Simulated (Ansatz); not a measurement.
# LiTaS3 (model cell, started as cubic perovskite with Ta in the octahedra): following an unstable mode

Aim: this structure of LiTaS3 (model cell, started as cubic perovskite with Ta in the octahedra) is to be tested for unstable modes, and one is followed downhill.

Calculated with Ansatz 0.2.0; DFT PBEsol, scalar-relativistic, plane waves, PAW; PAW set soft_1.

The structure was built from a prototype and need not be the compound's stable phase.

### 1. The starting structure

It takes space group Pm-3m (No. 221, cubic). Conventional cell: a = 4.770 Å, b = 4.770 Å, c = 4.770 Å, α = 90.00°, β = 90.00°, γ = 90.00°. Li has 12 S at 3.37 Å nearest. Nearest to Ta lie 6 S at 2.39 Å. Nearest to S lie 2 Ta at 2.39 Å. Farther neighbours and most contacts between anions are not listed.

### 2. The dispersion

The cell comes from relaxations at this level that are not shown. Stability and thermal properties need the whole zone. Linear response on a 2×2×2 q mesh gives force constants as far as a supercell of that size would.

Input file input.yaml:

```yaml
crystal:
  lattice:
    - [4.7703316616, 0.0, 0.0]
    - [0.0, 4.7703316616, 0.0]
    - [0.0, 0.0, 4.7703316616]
  atoms:
    - { symbol: Li, position: [0.0, 0.0, 0.0] }
    - { symbol: Ta, position: [0.5, 0.5, 0.5] }
    - { symbol: S, position: [0.5, 0.5, 0.0] }
    - { symbol: S, position: [0.5, 0.0, 0.5] }
    - { symbol: S, position: [0.0, 0.5, 0.5] }
kpoints:
  mp_grid: { grid: [8, 8, 8] }
hamiltonian:
  xc: pbesol
  pseudopotentials: { kind: paw, azcp: { folder: soft_1 }, xc_functional: pbe }
scf:
  occupations: { method: methfessel_paxton, width: 0.2 }
output:
  eigenvalues: true
phonons:
  method: dfpt
  qmesh: [2, 2, 2]
  temperatures: { t_max: 1000, t_step: 50 }
  qpath:
    path:
      - [[0.0, 0.0, 0.0], [0.0, 0.5, 0.0], [0.5, 0.5, 0.0], [0.0, 0.0, 0.0], [0.5, 0.5, 0.5], [0.0, 0.5, 0.0]]
      - [[0.5, 0.5, 0.5], [0.5, 0.5, 0.0]]
    npoints: 10
```

Command:

```bash
$ ansatz run input.yaml --threads 8 --pin off --max-ram 16384MiB --backend cpu --events-out ev --progress --plain --runs-dir out
```

Numbers of over 12 decimals in the logs are rounded to 6 here.

The program printed:

```text
Engine: ansatz 0.2.0, aarch64-unknown-linux-gnu
Pseudopotentials: kind: paw
Pseudopotential: Li, paw, valence charge 3, recommended cutoff 420 eV (normal), soft_1/Li.paw.azcp
Pseudopotential: Ta, paw, valence charge 13, recommended cutoff 420 eV (normal), soft_1/Ta.paw.azcp
Pseudopotential: S, paw, valence charge 6, recommended cutoff 420 eV (normal), soft_1/S.paw.azcp
Functional definition: PBEsol
  exchange = pbesol_x
  correlation = pbesol_c
Crystal: 5 atoms, lattice volume = 108.554 Å³
Basis set: ecut = 420 eV, 2103 PW (Γ), exchange–correlation on 64×64×64 points (8 copies of the dense FFT grid, shifted against one another)
Bands: 22, of which v1, the nominal top of the filled ones, is band 17 counted from 1 (16 counted from 0)
Symmetry: 48 space group operations
k-points: 35 of 512
Non-local potential: Li, projectors of the file, l = 0: 3, l = 1: 2, l = 2: 1
Non-local potential: Ta, projectors of the file, l = 0: 3, l = 1: 2, l = 2: 2, l = 3: 1
Non-local potential: S, projectors of the file, l = 0: 2, l = 1: 2, l = 2: 1
PAW form: soft (Blöchl's): semilocal exchange-correlation on the pseudo side does not see the compensation charge
PAW frozen core: Ta, regenerated for the run's functional, and the local potential with it (the file was generated under x = pbe(κ = 0.804, μ = 0.219515), c = pbe(β = 0.066725))
PAW frozen core: S, regenerated for the run's functional, and the local potential with it (the file was generated under x = pbe(κ = 0.804, μ = 0.219515), c = pbe(β = 0.066725))
PAW one-centre angular grid: Li, 110 points (default); XC on 64 Gauss nodes
PAW one-centre angular grid: Ta, 590 points (default); XC on 64 Gauss nodes
PAW one-centre angular grid: S, 110 points (default); XC on 64 Gauss nodes
Initial density: superposition of atomic densities (chi_scale 0.1, normalization cell, long waves kept (reshape's long-wave potential 0.00 eV rms))
Initial wavefunctions: pseudopotential atomic-orbital guess
Functional: x = pbesol(κ = 0.804, μ = 0.123457), c = pbesol(β = 0.046)
SCF iter   1: F=—  HF=-12669.310955 eV  |F-HF|=—  |Δ(HF+E_count)|=         —  Δρ=3.06e-2  dr2=1.79e0  ethr=3.10e-3  ⟨swp⟩=6.1  Hψ=4118  notcnv=0
preconditioner: auto → Kerker (q_TF=auto, 2.248 Å⁻¹)  [metal: Δε(μ)=0.015 eV  Ē_g=7.791 eV  σ=0.200 eV  W_gap=0.06  n_scr=18 (ndim 8)  ℏωp=17.5 eV  f_vac=0.000  D(μ)=4.43/eV (n_scr^D=32)]
SCF iter   2: F=—  HF=-12669.045177 eV  |F-HF|=—  |Δ(HF+E_count)|=   2.66e-1  S|Δr|=    0.00e0  Δρ=1.70e-2  dr2=6.10e-1  ethr=3.10e-3  ⟨swp⟩=1.1  Hψ=1063  notcnv=0
SCF iter   3: F=—  HF=-12668.919152 eV  |F-HF|=—  |Δ(HF+E_count)|=   1.26e-1  S|Δr|=    0.00e0  Δρ=4.17e-3  dr2=5.46e-2  ethr=1.80e-3  ⟨swp⟩=3.0  Hψ=1291  notcnv=0
SCF iter   4: F=—  HF=-12668.913041 eV  |F-HF|=—  |Δ(HF+E_count)|=   6.11e-3  S|Δr|=    0.00e0  Δρ=1.49e-3  dr2=8.04e-3  ethr=1.61e-4  ⟨swp⟩=1.9  Hψ=1285  notcnv=0  defer=15
SCF iter   5: F=—  HF=-12668.911948 eV  |F-HF|=—  |Δ(HF+E_count)|=   1.09e-3  S|Δr|=    0.00e0  Δρ=5.60e-4  dr2=6.07e-4  ethr=2.37e-5  ⟨swp⟩=2.2  Hψ=1056  notcnv=0  defer=15
SCF iter   6: F=—  HF=-12668.911915 eV  |F-HF|=—  |Δ(HF+E_count)|=   3.33e-5  S|Δr|=    0.00e0  Δρ=1.61e-4  dr2=3.90e-5  ethr=1.79e-6  ⟨swp⟩=2.1  Hψ=987  notcnv=0  defer=15
SCF iter   7: F=—  HF=-12668.911944 eV  |F-HF|=—  |Δ(HF+E_count)|=   2.92e-5  S|Δr|=    0.00e0  Δρ=3.55e-5  dr2=1.89e-6  ethr=1.15e-7  ⟨swp⟩=2.0  Hψ=1303  notcnv=0  defer=15
SCF iter   8: F=—  HF=-12668.911948 eV  |F-HF|=—  |Δ(HF+E_count)|=   4.43e-6  S|Δr|=    0.00e0  Δρ=1.05e-5  dr2=1.58e-7  ethr=5.55e-9  ⟨swp⟩=2.1  Hψ=1063  notcnv=0  defer=15
SCF iter   9: F=—  HF=-12668.911948 eV  |F-HF|=—  |Δ(HF+E_count)|=   1.66e-7  S|Δr|=    0.00e0  Δρ=1.85e-6  dr2=3.43e-9  ethr=4.63e-10  ⟨swp⟩=2.1  Hψ=1061  notcnv=0  defer=15
SCF iter  10: F=—  HF=-12668.911948 eV  |F-HF|=—  |Δ(HF+E_count)|=   6.39e-9  S|Δr|=    0.00e0  Δρ=4.29e-7  dr2=2.46e-10  ethr=1.01e-11  ⟨swp⟩=2.0  Hψ=1312  notcnv=0  defer=15
SCF iter  11: F=-12668.911948 eV  HF=-12668.911948 eV  |F-HF|=1.82e-12  |Δ(HF+E_count)|=  2.62e-10  S|Δr|=    0.00e0  Δρ=7.98e-8  dr2=7.69e-12  ethr=1.00e-12  ⟨swp⟩=9.4  Hψ=4683  notcnv=0
SCF 1 converged in 11 iterations: F = -12668.911948 eV  dr2 = 7.69e-12
  greatest PAW one-centre occupation: 0.999 electrons in one spin orbital (limit 2), on the Li atom at site 0 (counted from 0), in its partial waves of l = 0
Initial density: read from a saved state, or passed on in memory by an earlier SCF of this step, an earlier step, the calling program or the single point that the run made first
iter 1 solved again at ethr=1.74e-6 eV; its pass at ethr=3.10e-3 eV (dr2=5.93e-4 eV) is discarded
SCF iter   1: F=—  HF=-12668.911948 eV  |F-HF|=—  |Δ(HF+E_count)|=         —  Δρ=2.21e-6  dr2=3.69e-9  ethr=1.74e-6  ⟨swp⟩=3.1  Hψ=6149  notcnv=0
eigensolver tolerance schedule: the retry pair's looser diagonalisation over-reported the residual by 160849.10 of it (diagonalisation noise at an unbounded share of the residual, at the tolerance the schedule requests for it); recorded, not acted on — ethr = c·dr2/N_el stays at c = 1.0e-1
preconditioner: auto → LDOS  [insulator: Δε(μ)=0.130 eV  Ē_g=7.866 eV  σ=0.200 eV  W_gap=0.52  n_scr=18 (ndim 8)  ℏωp=17.5 eV  f_vac=0.016  D(μ)=1.69/eV (n_scr^D=6)  ε∞_Penn≈5.9  β→1.0]
SCF iter   2: F=—  HF=-12668.911948 eV  |F-HF|=—  |Δ(HF+E_count)|=   7.74e-7  S|Δr|=    0.00e0  Δρ=2.53e-6  dr2=5.62e-9  ethr=1.08e-11  ⟨swp⟩=4.6  Hψ=2260  notcnv=0
SCF iter   3: F=—  HF=-12668.911948 eV  |F-HF|=—  |Δ(HF+E_count)|=   1.26e-9  S|Δr|=    0.00e0  Δρ=1.17e-6  dr2=9.79e-10  ethr=1.08e-11  ⟨swp⟩=2.0  Hψ=1186  notcnv=0
SCF iter   4: F=—  HF=-12668.911948 eV  |F-HF|=—  |Δ(HF+E_count)|=  1.27e-10  S|Δr|=    0.00e0  Δρ=8.00e-7  dr2=4.98e-10  ethr=2.88e-12  ⟨swp⟩=1.0  Hψ=770  notcnv=0
SCF iter   5: F=—  HF=-12668.911948 eV  |F-HF|=—  |Δ(HF+E_count)|=  5.82e-11  S|Δr|=    0.00e0  Δρ=5.72e-7  dr2=2.50e-10  ethr=1.47e-12  ⟨swp⟩=1.0  Hψ=770  notcnv=0
SCF iter   6: F=-12668.911948 eV  HF=-12668.911948 eV  |F-HF|=3.64e-12  |Δ(HF+E_count)|=  6.00e-11  S|Δr|=    0.00e0  Δρ=3.41e-8  dr2=8.42e-13  ethr=1.00e-12  ⟨swp⟩=2.1  Hψ=2437  notcnv=0
SCF 2 converged in 6 iterations: F = -12668.911948 eV  dr2 = 8.42e-13
phonons: the bands overlap, so this run is a metal and interpolates without the dipole-dipole term. If the crystal is really an insulator or semiconductor, its LO-TO splitting is missing
NSCF: frozen V_eff on 35 k-points
WARN: eigensolver did not converge in 12 slots of this pass, the one above among them; of largest residual over every band (k=31): 1 band(s) unlocked (lowest unlocked band 21, counted from 0; max residual 1.36e-2 eV among the unlocked bands, 1.36e-2 eV over every band); of lowest unlocked band (k=0): band 21
NSCF: frozen V_eff on 125 k-points
DFPT response loops at q = (0, 0, 0) (fractional): preconditioner auto → Kerker (q_TF=auto, 2.248 Å⁻¹) (partly filled bands, converged f_vac=0.016); β = 1.00, the filter's whole step (`scf.mixing.beta` (0.50) is not read by the response loops under this deck's `scf.mixing.preconditioner`; to damp them name `kerker` or `kerker_dos`, under which they read `scf.mixing.beta`, and type it under 1.00, their step now; both keys bind the ground state too); Broyden in place of MSR1
NSCF: frozen V_eff on 250 k-points
DFPT response loops at q = (0, 0, -0.5) (fractional): mixed as the last ones told, above
NSCF: frozen V_eff on 250 k-points
DFPT response loops at q = (0, -0.5, -0.5) (fractional): mixed as the last ones told, above
NSCF: frozen V_eff on 250 k-points
DFPT response loops at q = (-0.5, -0.5, -0.5) (fractional): mixed as the last ones told, above
SCF converged after 11 iterations
Stability not checked: this state was not tested for a lower state beside it, because cold or Methfessel-Paxton smearing, or corrected tetrahedra, fill the levels in a way that the test cannot read (fill_not_monotonic; see scf.lower_state_search)
Free energy (F): -12668.911948 eV
Harris-Foulkes:  -12668.911948 eV  (|F-HF|=1.82e-12)
Internal energy: -12668.915412 eV  (E = F + TS)
E sigma→0 (E₀):  -12668.912814 eV
Entropy (-TS):   0.003463 eV (0.693 meV/atom)
Fermi energy:    6.144725 eV
Step filling:    the computed levels leave a gap of 0.1305 eV = 0.7 smearing widths at the electron count; against every level under it full and every level over it empty, smearing changes F+E_penalty+E_count by +4.726 meV and its σ→0 estimate by +3.861 meV
--- Per-component energies (eV) ---
  E_band       = -366.229504
  E_kinetic    = 723.524629
  E_local      = -1927.085103  (includes V_loc(G=0)·N_el)
  E_nonlocal   = 75.617315
  E_hartree    = 701.745259
  E_xc         = -590.672756
  E_vxc        = -491.291299  (∫ρ·V_xc dr)
  E_paw        = -9980.675468  (= ΣΔE_a)
  E_vpaw       = -150.485837  (= ΣTr[D̂ρ^β])
  E_aug_tail   = 0.000360  (compensation charges beyond the density's cutoff)
  E_ewald      = -1671.769209
  E_core_change = 0.399561  (= ΣΔE_core)
  E_smearing   = 0.003463  (= −TS)
  E_closure    = -0.000000  (closes the sum)
  Σ components = -12668.911948   (vs F -12668.911948, Δ=0.00e0)
--- Band table (eV; the first three rows and the last of 35) ---
  k-point 0: bands = [... 13 lower, 4.8180, 5.4032, 5.4032, 5.4032, 5.4200, 5.4200, 5.4200, 8.1426, ... 1 higher]
  k-point 1: bands = [... 13 lower, 4.7381, 4.8152, 5.2177, 5.2177, 5.4287, 6.2613, 6.2613, 8.1517, ... 1 higher]
  k-point 2: bands = [... 13 lower, 3.9793, 4.5576, 5.2257, 5.2257, 5.4498, 7.2693, 7.2693, 8.1702, ... 1 higher]
  k-point 34: bands = [... 13 lower, 1.2156, 6.2480, 6.2480, 6.2480, 8.4899, 8.8941, 8.8941, 8.8941, ... 1 higher]
--- Phonons (Γ-DFPT): 4 representative perturbations + reference (Σ response iterations 12) ---
  ASR residual: 2.978e-5 → 0.000e0 eV/Å²; symmetrization residual: 8.643e-7 eV/Å²
  ASR residual per site (eV/Å²): 4.76e-6 2.98e-5 2.04e-5 2.04e-5 2.04e-5
  Γ frequencies (cm⁻¹): -176.61 -176.61 -176.61 0.00 0.00 0.00 40.43 40.43 40.43 56.86 56.86 56.86 363.09 363.09 363.09
--- Phonons (arbitrary-q DFPT): 4 irreducible q on the 2×2×2 mesh ---
  q = [0.0000, 0.0000, 0.0000] (star 1, of the zone-centre solve; hermiticity 1.33e-7, symmetrization 5.99e-14): -176.61 -176.61 -176.61 -0.00 0.00 0.00 40.43 40.43 40.43 56.86 56.86 56.86 363.09 363.09 363.09
  q = [0.0000, 0.0000, -0.5000] (star 3, 9 solved perturbations in 975 linear systems a pass and spin channel, the states on 125 of 512 k-point pairs; hermiticity 2.01e-7, symmetrization 2.22e-8): -169.66 -169.66 -134.73 -25.44 -25.44 52.85 52.85 95.38 123.61 135.94 135.94 193.71 360.05 360.05 456.92
  q = [0.0000, -0.5000, -0.5000] (star 3, 9 solved perturbations in 975 linear systems a pass and spin channel, the states on 125 of 512 k-point pairs; hermiticity 6.18e-7, symmetrization 4.22e-7): -164.37 -164.37 -159.51 -130.82 -34.78 117.81 117.81 130.16 130.16 188.81 188.81 196.65 204.67 357.47 490.94
  q = [-0.5000, -0.5000, -0.5000] (star 1, 4 solved perturbations in 350 linear systems a pass and spin channel, the states on 125 of 512 k-point pairs; hermiticity 3.65e-8, symmetrization 2.18e-8): -167.50 -167.50 -167.50 -142.81 -142.81 -130.08 -130.08 -130.08 172.13 172.13 172.13 202.94 202.94 202.94 516.16
  sum rule: each row above includes the acoustic sum rule's correction from the zone centre's row sums; it moved no ω² by more than (0.43 cm⁻¹)²
  mesh force constants: q→R imaginary residual 2.40e-18; ASR residual 2.978e-5 → 0.000e0 eV/Å²; symmetrization residual 1.243e-14 eV/Å²
  interpolated dispersion: 62 rows × 15 modes
  density of states and harmonic sums: on the 14×14×14 q-mesh, interpolated from the force constants of a 2×2×2 supercell (no non-analytic term)
  largest difference from the sums on the solved wave vectors: F 2.26e-1 eV, S 3.00e-4 and C_V 7.60e-5 eV/K
  zero-point energy: 0.120400 eV/cell   skipped modes (ω ≤ 0): 575, of them read as no rigid motion or as one in doubt: 572 (4.630e0 modes/cell left out, lowest -176.61 cm⁻¹)   left out of the sums: 3.09e-1 of the cell's modes: C_V's classical limit lies that fraction below 3 k_B per atom; for a crystal, a wire or a layer, F and S can be off by more, and a phonons.interpolated_qmesh denser along its periods is the remedy for the sampling
```

The job ended after 66 s (8 threads of Arm Neoverse V2, shared host; peak memory 1.1 GiB; 8.2 min of CPU time).

Reading the cycles: dr2 is the Hartree energy of the density residual (eV), the measure of convergence; HF is the Harris–Foulkes estimate of the energy, which meets the free energy F at convergence.

This step gave:

```yaml
volume_per_atom: 21.71 Å³
gap_on_the_k_mesh: 0 eV
sum_rule_residual_before_enforcement: 2.98e-5 eV/Å²
lowest_frequency_on_the_path: -176.6 cm⁻¹
point_group: m-3m
highest_frequency_on_the_path_or_at_a_solved_wavevector: 516.2 cm⁻¹
highest_optical_mode_at_the_zone_centre_no_lo_to_term: 363.1 cm⁻¹
lowest_optical_zone_centre_mode: -176.6 cm⁻¹
lowest_mode_on_the_q_mesh_acoustic_modes_at_gamma_apart: -176.6 cm⁻¹
```

Frequencies (cm⁻¹) solved at each irreducible wavevector; negative means imaginary. Frequencies by wavevector, by row:

| q in reciprocal lattice units | star | mode 1 | mode 2 | mode 3 | mode 4 | mode 13 | mode 14 | mode 15 |
| --- | --- | --- | --- | --- | --- | --- | --- | --- |
| 0 0 0 | 1 | -176.6 | -176.6 | -176.6 | 0 | 363.1 | 363.1 | 363.1 |
| 0 0 -0.5 | 3 | -169.7 | -169.7 | -134.7 | -25.4 | 360.1 | 360.1 | 456.9 |
| 0 -0.5 -0.5 | 3 | -164.4 | -164.4 | -159.5 | -130.8 | 204.7 | 357.5 | 490.9 |
| -0.5 -0.5 -0.5 | 1 | -167.5 | -167.5 | -167.5 | -142.8 | 202.9 | 202.9 | 516.2 |

Interpolated from a 2×2×2 q mesh. The phonon branches at the labelled points (cm⁻¹):

```csv
point,branch 1,branch 2,branch 3,branch 4,branch 12,branch 13,branch 14,branch 15
Γ,-177,-177,-177,0,57,363,363,363
halfway,-173,-173,-155,-14,140,362,362,409
X,-170,-170,-135,-25,194,360,360,457
halfway,-167,-165,-153,-82,200,288,359,477
M,-164,-164,-160,-131,197,205,358,491
halfway,-169,-164,-161,-59,170,323,361,447
Γ,-177,-177,-177,0,57,363,363,363
halfway,-164,-164,-163,-63,176,299,299,480
R,-168,-168,-168,-143,203,203,203,516
halfway,-166,-165,-160,-89,203,242,272,501
X,-170,-170,-135,-25,194,360,360,457
jump to R,-168,-168,-168,-143,203,203,203,516
halfway,-166,-166,-164,-130,197,204,222,512
M,-164,-164,-160,-131,197,205,358,491
```

Symmetry leaves 4 wavevectors to solve. The lowest mode among them, the acoustic zeros apart, lies at Γ and is imaginary, 176.6i cm⁻¹, so the energy falls along it.

### 3. The mode frozen in, largest atomic shift 0 Å

The mode followed lies at q = (0, 0, -0.5) with frequency 169.7i cm⁻¹ and is 2-fold degenerate, one of the unstable modes though not the softest. At small amplitude the distorted cell has space group no. 11 by a symmetry search on the positions. The undistorted cell that holds it gives the zero of energy on the same k mesh.

System of this step: LiTaS3 (model cell, started as cubic perovskite with Ta in the octahedra). The structure is cubic, space group Pm-3m (No. 221). The conventional cell has a = 4.770 Å, b = 4.770 Å, c = 4.770 Å, α = 90.00°, β = 90.00°, γ = 90.00°. Li has 12 S at 3.37 Å nearest. Nearest to Ta lie 6 S at 2.39 Å. Nearest to S lie 2 Ta at 2.39 Å. Nearest to S lie 2 Ta at 2.39 Å. Farther neighbours and most contacts between anions are not listed.

Input file input.yaml:

```yaml
crystal:
  lattice:
    - [4.7703316616, 0.0, 0.0]
    - [0.0, 4.7703316616, 0.0]
    - [0.0, 0.0, 9.5406633232]
  atoms:
    - { symbol: Li, position: [0.0, 0.0, 0.0] }
    - { symbol: Li, position: [0.0, 0.0, 0.5] }
    - { symbol: Ta, position: [0.5, 0.5, 0.25] }
    - { symbol: Ta, position: [0.5, 0.5, 0.75] }
    - { symbol: S, position: [0.5, 0.5, 0.0] }
    - { symbol: S, position: [0.5, 0.5, 0.5] }
    - { symbol: S, position: [0.5, 0.0, 0.25] }
    - { symbol: S, position: [0.5, 0.0, 0.75] }
    - { symbol: S, position: [0.0, 0.5, 0.25] }
    - { symbol: S, position: [0.0, 0.5, 0.75] }
kpoints:
  mp_grid: { grid: [8, 8, 4] }
hamiltonian:
  xc: pbesol
  pseudopotentials: { kind: paw, azcp: { folder: soft_1 }, xc_functional: pbe }
scf:
  occupations: { method: methfessel_paxton, width: 0.2 }
output:
  forces: true
  stress: true
  eigenvalues: true
```

The program printed:

```text
[...]
Crystal: 10 atoms, lattice volume = 217.108 Å³
Basis set: ecut = 420 eV, 4207 PW (Γ), exchange–correlation on 64×64×128 points (8 copies of the dense FFT grid, shifted against one another)
Bands: 44, of which v1, the nominal top of the filled ones, is band 34 counted from 1 (33 counted from 0)
Symmetry: 32 space group operations
[...]
k-points: 45 of 256
[...]
k-point 0: bands = [... 30 lower, 5.2540, 5.4032, 5.4032, 5.4032, 5.4200, 5.4200, 5.4200, 5.4802, ... 6 higher]
  k-point 1: bands = [... 30 lower, 5.2177, 5.2177, 5.2452, 5.2452, 5.4287, 5.4712, 6.2613, 6.2613, ... 6 higher]
  k-point 2: bands = [... 30 lower, 5.2257, 5.2257, 5.2257, 5.2257, 5.4498, 5.4498, 7.2693, 7.2693, ... 6 higher]
  k-point 44: bands = [... 30 lower, 5.3462, 5.3462, 6.2344, 6.2344, 8.4984, 8.4984, 8.4984, 8.4984, ... 6 higher]
[key lines of the parts left out:]
SCF converged after 9 iterations
Free energy (F): -25337.823897 eV
Fermi energy:    6.144719 eV
P = ⅓ Tr σ = -0.0067 GPa (-0.067 kbar)
```

Elapsed: 2.9 s, on 8 threads; peak memory 0.91 GiB; 21 s of CPU time.

This step gave:

```
pressure                         : -0.006730 GPa
energy from the undistorted cell : 0 meV/atom
```

The run ends at a pressure of -0.01 GPa.

### 4. The mode frozen in, largest atomic shift 0.6 Å

The atoms are moved along the unstable eigenvector, the largest shift by 0.6 Å, with the cell fixed.

input.yaml, the sections that differ from step 3:

```yaml
crystal:
  lattice:
    - [4.7703316616, 0.0, 0.0]
    - [0.0, 4.7703316616, 0.0]
    - [0.0, 0.0, 9.5406633232]
  atoms:
    - { symbol: Li, position: [0.038218375, 0.1198303581, 0.0] }
    - { symbol: Li, position: [-0.038218375, -0.1198303581, 0.5] }
    - { symbol: Ta, position: [0.5, 0.5, 0.25] }
    - { symbol: Ta, position: [0.5, 0.5, 0.75] }
    - { symbol: S, position: [0.4974160741, 0.4918983274, 0.0] }
    - { symbol: S, position: [0.5025839259, 0.5081016726, 0.5] }
    - { symbol: S, position: [0.5, 0.0, 0.25] }
    - { symbol: S, position: [0.5, 0.0, 0.75] }
    - { symbol: S, position: [0.0, 0.5, 0.25] }
    - { symbol: S, position: [0.0, 0.5, 0.75] }
# kpoints, hamiltonian, scf, output: as in step 3
```

The program printed:

```text
[...]
Crystal: 10 atoms, lattice volume = 217.108 Å³
Basis set: ecut = 420 eV, 4207 PW (Γ), exchange–correlation on 64×64×128 points (8 copies of the dense FFT grid, shifted against one another)
Bands: 44, of which v1, the nominal top of the filled ones, is band 34 counted from 1 (33 counted from 0)
Symmetry: 4 space group operations
[...]
k-points: 102 of 256
[...]
k-point 0: bands = [... 30 lower, 5.2166, 5.2885, 5.3296, 5.3585, 5.3599, 5.3662, 5.3727, 5.4522, ... 6 higher]
  k-point 1: bands = [... 30 lower, 5.1769, 5.1835, 5.2021, 5.2115, 5.3678, 5.4120, 6.1397, 6.2042, ... 6 higher]
  k-point 2: bands = [... 30 lower, 5.1819, 5.1819, 5.1927, 5.1927, 5.3902, 5.3902, 7.1396, 7.1396, ... 6 higher]
  k-point 101: bands = [... 30 lower, 5.2903, 5.2903, 6.1811, 6.1811, 8.4112, 8.4112, 8.4773, 8.4773, ... 6 higher]
[key lines of the parts left out:]
SCF converged after 9 iterations
Free energy (F): -25338.057713 eV
Fermi energy:    6.066122 eV
P = ⅓ Tr σ = 0.2326 GPa (2.326 kbar)
```

The job ended after 6.9 s (8 threads; peak memory 1.2 GiB).

This step gave:

```
pressure                         : 0.2326 GPa
energy from the undistorted cell : -23.34 meV/atom
```

The energy, extrapolated to zero smearing, is -23.34 meV/atom against the undistorted cell.

The run ends at a pressure of 0.23 GPa, with forces up to 0.32 eV/Å.

(Continued in part 2 of 3.)

[Logs are printed without paths, hosts, clocks, repeated set-up lines and the standing remarks that a program may print on its own settings, such as how far it seeks lower states.]

[Hosts, paths, dates, database ids (printed as entryN), source tags and the programs' standing remarks are cut or masked in the printed files.]
